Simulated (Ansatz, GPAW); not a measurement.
# Work function of I/Mo(110) at several levels, part 2 of 2

Aim: the work function of both faces of I/Mo(110), and its spread over functionals and bases.

GPAW 26.7.0 and Ansatz 0.2.0; Ansatz plane waves; slab in vacuum with a dipole correction, relaxation; PAW set soft_1 (the session's first sound run).

So far, upper work function (eV): step 2 (relaxing the atoms, PBE) 3.99; step 4 (self-consistent run: xc = "RPBE") 3.90; step 5 (self-consistent run: xc = "revPBE") 3.90; step 6 (OptPBE vdW: xc = "optPBE-vdW", GPAW, PAW setups, GPAW) 4.20; step 7 (real-space grid: mode = "fd", PBE, GPAW) 3.99.

## Step 9: A second plane-wave code

A second program with its own datasets checks the number independently.

This step: Ansatz plane waves; slab in vacuum with a dipole correction; PAW set soft_1 (Ansatz 0.2.0).

Input file input.yaml:

```yaml
crystal:
  lattice:
    - [4.4547727215, -3.15, 0.0]
    - [4.4547727215, 3.15, 0.0]
    - [0.0, 0.0, 23.3599884737]
  atoms:
    - { symbol: Mo, position: [0.0, 0.0, 0.2996576821] }
    - { symbol: Mo, position: [0.25, 0.25, 0.3950081727] }
    - { symbol: Mo, position: [0.0017643604, 0.0017643604, 0.4895498011] }
    - { symbol: Mo, position: [0.2409103166, 0.2409103166, 0.5856502492] }
    - { symbol: Mo, position: [0.0, 0.5, 0.2996576821] }
    - { symbol: Mo, position: [0.25, 0.75, 0.3950081727] }
    - { symbol: Mo, position: [0.0003641517, 0.4996444817, 0.4920512136] }
    - { symbol: Mo, position: [0.2535289163, 0.7504155055, 0.5840401506] }
    - { symbol: Mo, position: [0.5, 0.0, 0.2996576821] }
    - { symbol: Mo, position: [0.75, 0.25, 0.3950081727] }
    - { symbol: Mo, position: [0.4996444817, 0.0003641517, 0.4920512136] }
    - { symbol: Mo, position: [0.7504155055, 0.2535289163, 0.5840401506] }
    - { symbol: Mo, position: [0.5, 0.5, 0.2996576821] }
    - { symbol: Mo, position: [0.75, 0.75, 0.3950081727] }
    - { symbol: Mo, position: [0.4993970243, 0.4993970243, 0.4908891019] }
    - { symbol: Mo, position: [0.7549642845, 0.7549642845, 0.5822847719] }
    - { symbol: I, position: [0.4324160631, 0.4324160631, 0.6835150882] }
kpoints:
  mp_grid: { grid: [6, 6, 1] }
hamiltonian:
  xc: pbe
  pseudopotentials: { kind: paw, azcp: { folder: soft_1 } }
scf:
  occupations: { method: fermi_dirac, width: 0.1 }
efield:
  axis: 3
  dipole_correction: true
  ramp_width: 0.05
output:
  forces: true
  write_potential: true
  write_density: true
  volumetric_format: npy
  elf: true
```

Started as:

```
ansatz run input.yaml --threads 4 --pin off --max-ram 8192MiB --backend cpu --events-out ev --progress --plain --runs-dir out
```

Run time: 66 s. Hardware: 4 threads of Arm Neoverse V1, shared host; peak memory 2.4 GiB.

Numbers from this step:

```yaml
lower_work_function: 4.647 eV
dipole_along_the_normal: 0.1020 e·Å
dipole_field: 0.02814 V/Å
```

The electrostatic potential energy of an electron (with the applied field's), less the Fermi level, planar mean oscillates, so the rows of the table below give means over windows of 1 Å about each position, cut where the curve ends. Its maxima inside the range that stand out by 2 % of the span (Å: eV): 8.2: -2.28, 10.4: -2.17, 12.6: -2.73, 15.0: 0.419. Its minima: 7.0: -22.6, 9.2: -23.0, 11.5: -22.9, 13.6: -22.5, 15.6: -1.21.

Electrostatic potential energy of an electron (with the applied field's), less the Fermi level, planar mean against z; means over each step:

| z (Å) | electrostatic potential energy of an electron (with the applied field's), less the Fermi level, planar mean (eV) |
| --- | --- |
| 0 | 4.56 |
| 1 | 4.65 |
| 2 | 4.65 |
| 3 | 4.64 |
| 4 | 4.58 |
| 5 | 3.92 |
| 6 | -3.04 |
| 7 | -19.4 |
| 8 | -5.74 |
| 9 | -18.4 |
| 10 | -8.52 |
| 11 | -14.3 |
| 12 | -13.3 |
| 13 | -10.9 |
| 14 | -16.2 |
| 15 | -0.805 |
| 16 | -1.06 |
| 17 | 2.20 |
| 18 | 3.90 |
| 19 | 3.98 |
| 20 | 3.99 |
| 21 | 3.99 |
| 22 | 3.99 |
| 23 | 4.15 |

Table of valence density, planar mean by z:

| z (Å) | valence density, planar mean (e/Å³) |
| --- | --- |
| 3.0 | 1.5e-4 |
| 3.5 | 5.0e-4 |
| 4.0 | 0.00168 |
| 4.5 | 0.00546 |
| 5.0 | 0.0175 |
| 5.5 | 0.0542 |
| 6.0 | 0.189 |
| 6.5 | 0.918 |
| 7.0 | 1.62 |
| 7.5 | 0.934 |
| 8.0 | 0.342 |
| 8.5 | 0.537 |
| 9.0 | 1.44 |
| 9.5 | 1.38 |
| 10.0 | 0.485 |
| 10.5 | 0.339 |
| 11.0 | 0.990 |
| 11.5 | 1.60 |
| 12.0 | 0.886 |
| 12.5 | 0.359 |
| 13.0 | 0.666 |
| 13.5 | 1.55 |
| 14.0 | 1.23 |
| 14.5 | 0.321 |
| 15.0 | 0.148 |
| 15.5 | 0.300 |
| 16.0 | 0.549 |
| 16.5 | 0.221 |
| 17.0 | 0.0567 |
| 17.5 | 0.0142 |
| 18.0 | 0.00321 |
| 18.5 | 7.2e-4 |
| 19.0 | 1.7e-4 |
| 19.5 | 4.0e-5 |

Force by atom:

| atom | x (eV/Å) | y (eV/Å) | z (eV/Å) | size |
| --- | --- | --- | --- | --- |
| Mo1 | -0.005 | 0.000 | 0.485 | 0.485 |
| Mo2 | 0.061 | 0.000 | -0.604 | 0.607 |
| Mo3 | 0.002 | 0.000 | 0.011 | 0.012 |
| Mo4 | 0.007 | 0.000 | -0.004 | 0.008 |
| Mo5 | 0.013 | -0.035 | 0.551 | 0.552 |
| Mo6 | -0.012 | 0.043 | -0.399 | 0.402 |
| Mo7 | 0.000 | -0.005 | -0.012 | 0.013 |
| Mo8 | -0.002 | -0.004 | 0.000 | 0.004 |
| Mo9 | 0.013 | 0.035 | 0.551 | 0.552 |
| Mo10 | -0.012 | -0.043 | -0.399 | 0.402 |
| Mo11 | 0.000 | 0.005 | -0.012 | 0.013 |
| Mo12 | -0.002 | 0.004 | 0.000 | 0.004 |
| Mo13 | -0.032 | 0.000 | 0.432 | 0.433 |
| Mo14 | -0.033 | 0.000 | -0.620 | 0.620 |
| Mo15 | -0.004 | 0.000 | 0.009 | 0.010 |
| Mo16 | 0.013 | 0.000 | 0.005 | 0.014 |
| I17 | -0.007 | 0.000 | 0.007 | 0.010 |

Electrostatic potential energy in the ca plane at fractional y = 0.000, with atoms of Mo within 0.2 Å of it. With pseudopotentials it is smooth inside the atoms' cores, unlike the true potential.

Values in eV, 8 rows by 16 columns, each cell a mean:
```
-48  -1   5   1 -45 -21   6   7  10  11  10  10  10  10  10  10
 -3   6   3   6  -3   3   5   5  10  10  10  10  10  10  10  10
-14   5   4   5 -12  -4   5   5   9  10  10  10  10  10  10  10
-56  -3   6   1 -51 -31   6   7  10  10  10  10  10  10  10  10
-48  -1   5   2 -44 -25   6   7  10  10  10  10  10  10  10  10
 -3   6   3   6  -3   2   4   5   9  11  10  10  10  10  10  10
-14   5   4   5 -14  -3   5   5  10  11  11  10  10  10  10  10
-56  -3   6  -1 -54 -28   6   8  10  11  11  10  10  10  10  10
```
Columns run along c (16.0 Å, from fractional 0.29 to 0.98 of the cell; values clipped at the 3rd and 97th percentile), rows up along a (5.5 Å). Atoms in or near the plane, at fractional coordinates: Mo at (0.30, 0.00), Mo at (0.49, 0.00), Mo at (0.30, 0.50), Mo at (0.49, 0.50).

ELF in the ca plane at fractional y = 0.000, with atoms of Mo within 0.2 Å of it. It is the smooth field of the valence electrons, not physical close to the nuclei.

Values, 8 rows by 16 columns, each cell a mean:
```
0.62 0.35 0.32 0.33 0.61 0.42 0.35 0.38 0.31 0.04 0.00 0.00 0.00 0.00 0.00 0.00
0.32 0.37 0.30 0.39 0.31 0.32 0.34 0.38 0.25 0.03 0.01 0.00 0.00 0.00 0.00 0.00
0.40 0.35 0.30 0.36 0.37 0.32 0.33 0.35 0.19 0.04 0.03 0.01 0.00 0.00 0.00 0.00
0.61 0.37 0.35 0.34 0.60 0.50 0.35 0.36 0.17 0.04 0.03 0.01 0.00 0.00 0.00 0.00
0.62 0.35 0.32 0.32 0.59 0.45 0.35 0.36 0.20 0.03 0.01 0.00 0.00 0.00 0.00 0.00
0.32 0.37 0.30 0.39 0.32 0.34 0.36 0.37 0.25 0.03 0.00 0.00 0.00 0.00 0.00 0.00
0.40 0.35 0.30 0.36 0.38 0.33 0.37 0.38 0.31 0.04 0.00 0.00 0.00 0.00 0.00 0.00
0.61 0.37 0.35 0.34 0.61 0.48 0.37 0.41 0.33 0.05 0.00 0.00 0.00 0.00 0.00 0.00
```
Columns run along c (16.0 Å, from fractional 0.29 to 0.98 of the cell), rows up along a (5.5 Å). Atoms in or near the plane, at fractional coordinates: Mo at (0.30, 0.00), Mo at (0.49, 0.00), Mo at (0.30, 0.50), Mo at (0.49, 0.50).

Valence density in the ca plane at fractional y = 0.000, with atoms of Mo within 0.2 Å of it. It is the smooth field of the valence electrons, not physical close to the nuclei.

Ten steps, logarithmic in the rise over the least value, from '0' (0.0 e/Å³) to '9' (7.0 e/Å³), each cell a mean:
```
99853333335899853333221100000000000000000000
88643333334688643333321100000000000000000000
55433333333455433333321100000000000000000000
44333333333334333334321100000000000000000000
55433333333455433333321100000000000000000000
88643333334688753333321100000000000000000000
99853333334899964333221100000000000000000000
99853333335899964333221100000000000000000000
99743333334789853333321100000000000000000000
66533333333566543333321100000000000000000000
44333333333344433344321100000000000000000000
44333333333344433344321100000000000000000000
76533333333567543333321100000000000000000000
99743333334799853333321100000000000000000000
99853333335899963333221100000000000000000000
```
Columns run along c (16.0 Å, from fractional 0.29 to 0.98 of the cell), rows up along a (5.5 Å). Atoms in or near the plane, at fractional coordinates: Mo at (0.30, 0.00), Mo at (0.49, 0.00), Mo at (0.30, 0.50), Mo at (0.49, 0.50).

The upper face's work function is 3.990 eV, against 3.991 eV in the first plane-wave PBE run at this geometry.

## Step 10: Side by side

Results and costs are gathered.

This step: comparison of work functions, dipole and cost; PAW set soft_1 (GPAW 26.7.0).

Ladder, by row:

| step | code | work function, upper (eV) | work function, lower (eV) | dipole (e Å) | wall time (s) | peak memory (GiB) | threads |
| --- | --- | --- | --- | --- | --- | --- | --- |
| pw | GPAW | 3.991 | 4.639 | 0.1009 | 1863 | 0.9 | 1 |
| RPBE | GPAW | 3.901 | 4.49 | 0.09151 | 1907 | 0.9 | 1 |
| revPBE | GPAW | 3.899 | 4.51 | 0.09496 | 1987 | 0.9 | 1 |
| optPBE-vdW | GPAW | 4.199 | 4.813 | 0.0956 | 1978 | 1.25 | 1 |
| fd | GPAW | 3.99 | 4.638 | 0.1006 | 8227 | 5.18 | 1 |
| ansatz | Ansatz | 3.99 | 4.647 | 0.102 | 65.98 | 2.381 | 4 |

## Step 11: Summary of results

```
work function, upper and lower face : 3.991 and 4.639 eV
dipole along the normal             : 0.101 e Å
```

What this shows: With plane waves and PBE the work function is 3.99 eV on the upper face and 4.64 eV on the lower. The two faces differ by 0.65 eV, the step that the slab's dipole makes (e p/(ε0 A) gives 0.65 eV), so the dipole layer is needed. Over the sound runs of the table the upper face's work function spans 3.899 (revPBE) to 4.199 eV (optPBE-vdW). The two plane-wave codes differ by 5.4e-4 eV on the upper face. The cell of 28.1 Å² holds one I, started on one chosen site; other sites and coverages weren't tried. The in-plane lattice was kept as typed, which isn't the functional's own and leaves some strain; spin-orbit coupling and temperature are left out.

[Logs are printed without paths, hosts, clocks, repeated set-up lines and the standing remarks that a program may print on its own settings, such as how far it seeks lower states.]

[Hosts, paths, dates, database ids (printed as entryN), source tags and the programs' standing remarks are cut or masked in the printed files.]
